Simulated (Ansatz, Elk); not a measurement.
## How far do independent atoms describe Ba6Mo?

Structure refinements treat a crystal as free atoms side by side. For a made-up structure of Ba6Mo (cell and positions from a PBE relaxation) the runs below show what the calculated density changes in F(hkl).

Method: DFT, PBE, all-electron APW+lo, Dirac cores, scalar-relativistic bands, static density, no spin, in Elk 11.2.3 (patched build).

The structure was built from a prototype and need not be the compound's stable phase.

## Step 1: Set-up

Symmetry: Fm-3m, No. 225, cubic system. The conventional cell has a = 11.081 Å, b = 11.081 Å, c = 11.081 Å, α = 90.00°, β = 90.00°, γ = 90.00°. Ba has 8 Ba at 3.92 Å and 2 Mo at 3.92 Å nearest. Mo has 12 Ba at 3.92 Å nearest. Farther neighbours are not listed.

## Step 2: Ground state and structure factors

An all-electron density is needed, since X-rays see the cores too. Task 0 finds the density and task 195 Fourier-transforms it; tshift is off so that phases refer to the origin typed.

Input file elk.in:

```
tasks
  0
  195

xctype
  20

spinpol
  .false.

rgkmax
  7.0

gmaxvr
  14.0

lmaxo
  7

lmaxapw
  8

swidth
  0.002

tshift
  .false.

ramdisk
  .false.

hmaxvr
  5.5

maxscl
  120

epspot
  1e-06

sppath
  './'

avec
  0.00000000000 10.47035797641 10.47035797641
  10.47035797641 -0.00000000000 10.47035797641
  10.47035797641 10.47035797641 -0.00000000000

atoms
  2
  'Ba.in'
  6
  0.5000000000 0.0000000000 0.0000000000   0.000000 0.000000 0.000000
  0.0000000000 0.5000000000 0.5000000000   0.000000 0.000000 0.000000
  0.0000000000 0.5000000000 0.0000000000   0.000000 0.000000 0.000000
  -0.0000000000 -0.0000000000 0.5000000000   0.000000 0.000000 0.000000
  0.5000000000 0.0000000000 0.5000000000   0.000000 0.000000 0.000000
  0.5000000000 0.5000000000 0.0000000000   0.000000 0.000000 0.000000
  'Mo.in'
  1
  0.0000000000 -0.0000000000 -0.0000000000   0.000000 0.000000 0.000000

ngridk
  4 4 4
```

Launch:

```bash
$ OMP_NUM_THREADS=4 elk
```

Numbers of over 12 decimals in the logs are rounded to 6 here.

The program printed:

```text
┌─────────────────────────┐
│ Elk code version 11.2.3 │
└─────────────────────────┘

All units are atomic (Hartree, Bohr, etc.)

┌─────────────────────────────────────────────────┐
│ Ground-state run starting from atomic densities │
└─────────────────────────────────────────────────┘

Lattice vectors :
   0.000000000       10.47035798       10.47035798
   10.47035798      -0.000000000       10.47035798
   10.47035798       10.47035798      -0.000000000

Reciprocal lattice vectors :
 -0.3000463461      0.3000463461      0.3000463461
  0.3000463461     -0.3000463461      0.3000463461
  0.3000463461      0.3000463461     -0.3000463461

Unit cell volume      :    2295.697104
Brillouin zone volume :   0.1080500616

Muffin-tin inner radius fraction :   0.1000000000E-01

Nuclei treated as point charges

Species : 1 (Ba)
 parameters loaded from : Ba.in
 name : barium
 nuclear charge    :   -56.00000000
 electronic charge :    56.00000000
 atomic mass :    250331.8071
 muffin-tin radius :    2.800000000
 number of radial points in muffin-tin :   1393
 inner part over the whole radius :   0.9950032293E-02
 number on inner part of muffin-tin    :    996
 approximate nuclear radius :   0.9171481901E-04
 number of mesh points to nuclear radius :    504
 atomic positions (lattice), magnetic fields (Cartesian) :
  1 :   0.50000000  0.00000000  0.00000000    0.00000000  0.00000000  0.00000000
  2 :   0.00000000  0.50000000  0.50000000    0.00000000  0.00000000  0.00000000
  3 :   0.00000000  0.50000000  0.00000000    0.00000000  0.00000000  0.00000000
  4 :   0.00000000  0.00000000  0.50000000    0.00000000  0.00000000  0.00000000
  5 :   0.50000000  0.00000000  0.50000000    0.00000000  0.00000000  0.00000000
  6 :   0.50000000  0.50000000  0.00000000    0.00000000  0.00000000  0.00000000

Species : 2 (Mo)
 parameters loaded from : Mo.in
 name : molybdenum
 nuclear charge    :   -42.00000000
 electronic charge :    42.00000000
 atomic mass :    174887.9214
 muffin-tin radius :    2.600000000
 number of radial points in muffin-tin :   1193
 inner part over the whole radius :   0.9897744308E-02
 number on inner part of muffin-tin    :    848
 approximate nuclear radius :   0.8334154960E-04
 number of mesh points to nuclear radius :    419
 atomic positions (lattice), magnetic fields (Cartesian) :
  1 :   0.00000000  0.00000000  0.00000000    0.00000000  0.00000000  0.00000000

Total number of atoms per unit cell :    7
Total muffin-tin volume :    625.3361121
 ratio of muffin-tin to unit cell volume :   0.2723948691

Spin treatment :
 spin-unpolarised

Number of Bravais lattice symmetries :   48
Number of crystal symmetries         :   48
Crystal has inversion symmetry
Real symmetric eigensolver will be used

k-point grid :      4     4     4
k-point offset :    0.000000000       0.000000000       0.000000000
k-point set is reduced with full crystal symmetry group
Total number of k-points :        8

Muffin-tin radius times maximum |G+k| :    7.000000000
 using average radius
Maximum |G+k| for APW functions       :    2.525773196
Maximum (1/2)|G+k|²                   :    3.189765119
Maximum |G| for potential and density :    14.00000000
Constant for pseudocharge density :   10
 order of it for each species :   17  17
 order of it for pair densities of each species (exact exchange by exxq0 0: 18) :   10   8
Radial integration step length :    1

G-vector grid sizes :     70    70    70
Number of G-vectors :   106067

Maximum angular momentum used for
 APW functions            :    8
 outer part of muffin-tin :    7
 inner part of muffin-tin :    2

Total nuclear charge    :   -378.0000000
Total core charge       :    244.0000000
Total valence charge    :    134.0000000
Total excess charge     :    0.000000000
Total electronic charge :    378.0000000

Effective Wigner radius, rₛ :    1.131821812

Number of empty states         :     28
Total number of valence states :     96
Total number of core states    :    244

[...]
electron-nuclear            :     -120358.19021122
 Hartree                     :      16648.389807323
 Madelung                    :     -64330.381109862
 xc potential                :     -1719.7014174958
 exchange                    :     -1292.6465810843
 correlation                 :     -20.469394796718
 electron entropic           :    -0.60949782305626E-02
 total energy                :     -52888.333919491

Density of states at Fermi energy :    482.1385338
 (states/Hartree/unit cell)

Estimated indirect band gap :   0.1375880613E-02
 from k-point 5 to k-point 3
Estimated direct band gap   :   0.3151803697E-02
 at k-point 3

Charges :
 core                        :    244.0000000
 valence                     :    134.0000000
 interstitial                :    16.75389944
 muffin-tins (core leakage)
  species : 1 (Ba)
[...]
species : 2 (Mo)
[...]
total in muffin-tins        :    361.2461006
 total calculated charge     :    378.0000516
 total charge                :    378.0000000
 error                       :   0.5156167532E-04

RMS change in Kohn-Sham potential (target) :   0.2322136082     (  0.1000000000E-05)
Absolute change in total energy (target)   :    1.758830298     (  0.1000000000E-03)

[... loops 3 to 18 left out ...]

┌──────────────────┐
│ Loop number : 19 │
└──────────────────┘

Energies :
 Fermi                       :     0.192274
 sum of occupied eigenvalues :     -32499.796093775
 electron kinetic            :      56326.889485613
 core electron kinetic       :      54642.960137387
 Coulomb                     :     -107898.55398890
 Coulomb potential           :     -87111.191836916
 nuclear-nuclear             :     -4181.9215755787
 electron-nuclear            :     -120383.61760172
 Hartree                     :      16666.985188402
 Madelung                    :     -64342.958070441
 xc potential                :     -1715.4937424719
 exchange                    :     -1293.4392465082
 correlation                 :     -20.469269477329
 electron entropic           :    -0.59359752283782E-02
 total energy                :     -52885.578955246

Density of states at Fermi energy :    468.5255066
 (states/Hartree/unit cell)

Estimated indirect band gap :   0.1995961610E-03
 from k-point 4 to k-point 3
Estimated direct band gap   :   0.3037765250E-03
 at k-point 3

Charges :
 core                        :    244.0000000
 valence                     :    134.0000000
 interstitial                :    15.63787916
 muffin-tins (core leakage)
  species : 1 (Ba)
[...]
species : 2 (Mo)
[...]
total in muffin-tins        :    362.3621208
 total calculated charge     :    378.0000506
 total charge                :    378.0000000
 error                       :   0.5063660626E-04

RMS change in Kohn-Sham potential (target) :   0.7332370308E-06 (  0.1000000000E-05)
Absolute change in total energy (target)   :   0.3432597441E-04 (  0.1000000000E-03)

Convergence targets achieved

┌──────────────────┐
│ Loop number : 20 │
└──────────────────┘

Energies :
 Fermi                       :     0.192274
 sum of occupied eigenvalues :     -32499.796082700
 electron kinetic            :      56326.889482407
 core electron kinetic       :      54642.960142968
 Coulomb                     :     -107898.55398185
 Coulomb potential           :     -87111.191872966
 nuclear-nuclear             :     -4181.9215755787
 electron-nuclear            :     -120383.61755062
 Hartree                     :      16666.985144351
 Madelung                    :     -64342.958045368
 xc potential                :     -1715.4936921409
 exchange                    :     -1293.4392446996
 correlation                 :     -20.469269483189
 electron entropic           :    -0.59359824188164E-02
 total energy                :     -52885.578949610

Density of states at Fermi energy :    468.5262297
 (states/Hartree/unit cell)

Estimated indirect band gap :   0.1996545711E-03
 from k-point 4 to k-point 3
Estimated direct band gap   :   0.3038036270E-03
 at k-point 3

Charges :
 core                        :    244.0000000
 valence                     :    134.0000000
 interstitial                :    15.63788205
 muffin-tins (core leakage)
  species : 1 (Ba)
[...]
atom 5                    :    53.71975770     (  0.5047249545E-05)
   atom 6                    :    53.71975770     (  0.5047249545E-05)
  species : 2 (Mo)
   atom 1                    :    40.04357177     ( -0.3127365389E-07)
 total in muffin-tins        :    362.3621179
 total calculated charge     :    378.0000506
 total charge                :    378.0000000
 error                       :   0.5063621717E-04

┌──────────────────────────────┐
│ Self-consistent loop stopped │
└──────────────────────────────┘

Wrote STATE.OUT
```

It took 90 s on 4 threads of AMD EPYC 7B13 (Zen 3), shared host; peak memory 0.55 GiB.

SFACRHO.OUT:

```text

h k l indices transformed by vhmat matrix:
   1.000000000       0.000000000       0.000000000    
   0.000000000       1.000000000       0.000000000    
   0.000000000       0.000000000       1.000000000    

      h      k      l  multipl.   |H|            Re(F)            Im(F)           |F|

      0      0      0      1   0.0000000       378.00000     -0.82305417E-16   378.00000    
      1      1      1      8  0.51969552       40.065252     -0.86734813E-13   40.065252    
      1      0      1      6  0.60009269      -64.807252      0.57180777E-13   64.807252    
     -1     -2     -1     12  0.84865922      -61.483835     -0.19328538E-12   61.483835    
      1      0      2     24  0.99514115       35.528020      0.94622883E-14   35.528020    
      0      0      2      8   1.0393910       319.83710     -0.14277713E-12   319.83710    
     -2      0     -2      6   1.2001854       309.24639      0.31049104E-12   309.24639    
      0      2     -1     24   1.3078717       33.091606     -0.19396942E-12   33.091606    
      1      2     -1     24   1.3418481      -56.139908      0.62031653E-13   56.139908    
     -3     -1      0     24   1.4699209      -54.573754     -0.70491608E-13   54.573754    
     -1      2      2     24   1.5590865       31.247201     -0.33436175E-12   31.247201    
      0      0      3      8   1.5590865       31.280775      0.30826594E-12   31.280775    
     -2     -2     -4     12   1.6973184       277.09182      0.63315101E-12   277.09182    
      4      2      1     48   1.7750981       29.851470     -0.70062778E-13   29.851470    
      0     -1      3     24   1.8002781      -50.730246      0.18250796E-13   50.730246    
     -3     -3      0      6   1.8002781      -50.772414     -0.17249081E-12   50.772414    
      3     -1      2     24   1.8976597      -49.787059      0.17736272E-12   49.787059    
      4      1      0     24   1.9675355       28.594326     -0.64608079E-13   28.594326
```

Elk indexes on the primitive cell of elk.in and gives |H| = 4π sin θ/λ in inverse bohr. Below, one row stands for each form hkl of the conventional cell (m members, Friedel mates merged), F is for one primitive cell and the density is static (no thermal factor). Free-atom factors are Waasmaier and Kirfel's, and R is Σm||F|−|F'||/Σm|F|.

| hkl | m | sin θ/λ (Å⁻¹) | abs F, DFT | neutral atoms | diff. |
| --- | --- | --- | --- | --- | --- |
| 111 | 8 | 0.078 | 40.065 | 39.811 | +0.254 |
| 200 | 6 | 0.090 | 64.807 | 64.330 | +0.477 |
| 220 | 12 | 0.128 | 61.484 | 61.460 | +0.023 |
| 311 | 24 | 0.150 | 35.528 | 35.899 | -0.371 |
| 222 | 8 | 0.156 | 319.837 | 320.133 | -0.296 |
| 400 | 6 | 0.180 | 309.246 | 309.350 | -0.104 |
| 331 | 24 | 0.197 | 33.092 | 33.353 | -0.261 |
| 420 | 24 | 0.202 | 56.140 | 55.857 | +0.283 |
| 422 | 24 | 0.221 | 54.574 | 54.371 | +0.203 |
| 511 | 24 | 0.234 | 31.247 | 31.443 | -0.196 |
| 333 | 8 | 0.234 | 31.281 | 31.443 | -0.162 |
| 440 | 12 | 0.255 | 277.092 | 277.229 | -0.137 |
| 531 | 48 | 0.267 | 29.852 | 29.896 | -0.044 |
| 442 | 24 | 0.271 | 50.730 | 50.723 | +0.007 |
| 600 | 6 | 0.271 | 50.772 | 50.723 | +0.049 |
| 620 | 24 | 0.285 | 49.787 | 49.726 | +0.061 |
| 533 | 24 | 0.296 | 28.594 | 28.593 | +0.002 |
| 622 | 24 | 0.299 | 260.149 | 260.219 | -0.070 |
| 444 | 8 | 0.313 | 255.344 | 255.427 | -0.083 |
| 711 | 24 | 0.322 | 27.485 | 27.475 | +0.010 |
| 551 | 24 | 0.322 | 27.460 | 27.475 | -0.015 |
| 640 | 24 | 0.325 | 47.141 | 47.198 | -0.057 |

## Step 3: The highest occupied states alone

An energy window below the Fermi level keeps the highest occupied states, to see at which angles they scatter; shallow core shells can lie inside it and anion s states outside. No new self-consistency is needed.

Edit elk.in of step 2 so:

```diff
@@ -1,3 +1,2 @@
 tasks
-  0
   195
@@ -40,2 +39,5 @@
 
+wsfac
+  -0.358970 0.492270
+
 sppath
```

Launch:

```bash
$ OMP_NUM_THREADS=4 elk
```

The program printed:

```text
┌─────────────────────────────────┐
│ Elk code version 11.2.3 started │
└─────────────────────────────────┘

Info(readinput): the functional depends on the density's gradient
 muffin-tin radial points multiplied by    2.00000
 (not where nrmtscf is given)

┌────────────────────┐
│ Current task : 195 │
└────────────────────┘

Info(sfacrho): density structure factors written to SFACRHO.OUT

 Energy window :  -0.3589700000      0.4922700000

┌──────────────────┐
│ Elk code stopped │
└──────────────────┘
```

It took 38 s on 4 threads; peak memory 0.36 GiB.

States within 15 eV below the Fermi level hold 54.00 electrons; any levels below the window count with the cores. Their amplitudes can exceed the total, where window and core parts have opposite phase:

| hkl | sin θ/λ (Å⁻¹) | abs F, window | abs F, all |
| --- | --- | --- | --- |
| 111 | 0.078 | 4.826 | 40.065 |
| 200 | 0.090 | 6.097 | 64.807 |
| 220 | 0.128 | 3.990 | 61.484 |
| 311 | 0.150 | 2.094 | 35.528 |
| 222 | 0.156 | 17.877 | 319.837 |
| 400 | 0.180 | 13.698 | 309.246 |
| 331 | 0.197 | 1.241 | 33.092 |
| 420 | 0.202 | 1.863 | 56.140 |
| 422 | 0.221 | 1.251 | 54.574 |
| 511 | 0.234 | 0.774 | 31.247 |

## Step 4: Another functional

The difference from free atoms is small, so it is set against the change that PBEsol makes.

Edit elk.in of step 3 so:

```diff
@@ -1,2 +1,3 @@
 tasks
+  0
   195
@@ -4,3 +5,3 @@
 xctype
-  20
+  22
 
@@ -39,5 +40,2 @@
 
-wsfac
-  -0.358970 0.492270
-
 sppath
```

Launch:

```bash
$ OMP_NUM_THREADS=4 elk
```

The program printed:

```text
┌─────────────────────────┐
│ Elk code version 11.2.3 │
└─────────────────────────┘

All units are atomic (Hartree, Bohr, etc.)

┌─────────────────────────────────────────────────┐
│ Ground-state run starting from atomic densities │
└─────────────────────────────────────────────────┘

Lattice vectors :
   0.000000000       10.47035798       10.47035798
   10.47035798      -0.000000000       10.47035798
   10.47035798       10.47035798      -0.000000000

Reciprocal lattice vectors :
 -0.3000463461      0.3000463461      0.3000463461
[...]
valence                     :    134.0000000
 interstitial                :    15.68383862
 muffin-tins (core leakage)
  species : 1 (Ba)
[...]
atom 6                    :    53.71362522     (  0.5113110653E-05)
  species : 2 (Mo)
   atom 1                    :    40.03441005     ( -0.3018231354E-07)
 total in muffin-tins        :    362.3161614
 total calculated charge     :    378.0000427
 total charge                :    378.0000000
 error                       :   0.4272427299E-04

┌──────────────────────────────┐
│ Self-consistent loop stopped │
└──────────────────────────────┘

Wrote STATE.OUT
[key lines of the parts left out:]
total energy                :     -52864.238808103
```

It took 94 s on 4 threads; peak memory 0.57 GiB; 3.1 min of CPU time.

Against the first run R = 0.01 %; the largest change is -0.062 at 400.

## Step 5: A coarser k-mesh

About half the k-points along each axis test the sampling.

Edit elk.in of step 4 so:

```diff
@@ -5,3 +5,3 @@
 xctype
-  22
+  20
 
@@ -63,2 +63,2 @@
 ngridk
-  4 4 4
+  2 2 2
```

Launch:

```bash
$ OMP_NUM_THREADS=4 elk
```

The program printed:

```text
┌─────────────────────────┐
│ Elk code version 11.2.3 │
└─────────────────────────┘

All units are atomic (Hartree, Bohr, etc.)

┌─────────────────────────────────────────────────┐
│ Ground-state run starting from atomic densities │
└─────────────────────────────────────────────────┘

Lattice vectors :
   0.000000000       10.47035798       10.47035798
   10.47035798      -0.000000000       10.47035798
   10.47035798       10.47035798      -0.000000000

Reciprocal lattice vectors :
 -0.3000463461      0.3000463461      0.3000463461
[...]
valence                     :    134.0000000
 interstitial                :    15.65574038
 muffin-tins (core leakage)
  species : 1 (Ba)
[...]
atom 6                    :    53.71817560     (  0.5048061517E-05)
  species : 2 (Mo)
   atom 1                    :    40.03520601     ( -0.3124138814E-07)
 total in muffin-tins        :    362.3442596
 total calculated charge     :    378.0000350
 total charge                :    378.0000000
 error                       :   0.3503321147E-04

┌──────────────────────────────┐
│ Self-consistent loop stopped │
└──────────────────────────────┘

Wrote STATE.OUT
[key lines of the parts left out:]
total energy                :     -52885.565807362
```

Elapsed: 74 s, on 4 threads; peak memory 0.6 GiB; 2 min of CPU time.

Against the first run R = 0.02 %; the largest change is -0.046 at 10 0 0.

## Step 6: Settings against the effect

| run | R against the first run (%) | R against neutral atoms, low angle (%) | wall time |
| --- | --- | --- | --- |
| PBE, rgkmax 7 | 0.00 | 0.19 | 90 s |
| PBEsol | 0.01 | 0.19 | 94 s |
| k-mesh 2×2×2 | 0.02 | 0.19 | 74 s |

## Step 7: Results

| Property | Result |
| --- | --- |
| R against neutral atoms, sin θ/λ < 0.3 Å⁻¹ | 0.19 % |
| R against neutral atoms, 0.3 to 0.73 Å⁻¹ | 0.18 % |

Independent neutral atoms miss the calculated amplitudes by R = 0.19 % below 0.3 Å⁻¹ and 0.18 % from there to 0.73 Å⁻¹; by shells, 0.61 % below 0.15 Å⁻¹ (4 forms), 0.15 % 0.15 to 0.3 (14 forms), 0.14 % 0.3 to 0.45 (26 forms), 0.20 % above 0.45 (105 forms). Bonding, aspherical density and the tables' own atoms all enter these figures, and the runs don't part them. The largest change of an amplitude is +0.48 electrons, at 200. The window's part falls from 54.0 electrons at the origin to at most 1.20 between 0.45 and 0.73 Å⁻¹, where compact states inside the window still scatter. The window holds more than the 18 outer electrons of the free atoms, so shallow core shells lie inside it. Below 0.3 Å⁻¹ the changes that finished (PBEsol and k-mesh 2×2×2) move F by R = 0.02 % at most, against the 0.19 % that separates it from free atoms. The basis has no finished test. These runs have no spin, though d or f shells may be open. Part of the difference isn't bonding: the tables are fits to free atoms and ions calculated by other methods than this functional. Thermal motion, anomalous dispersion and extinction are left out.

[Logs are printed without paths, hosts, clocks, repeated set-up lines and the standing remarks that a program may print on its own settings, such as how far it seeks lower states.]

[Hosts, paths, dates, database ids (printed as entryN), source tags and the programs' standing remarks are cut or masked in the printed files.]
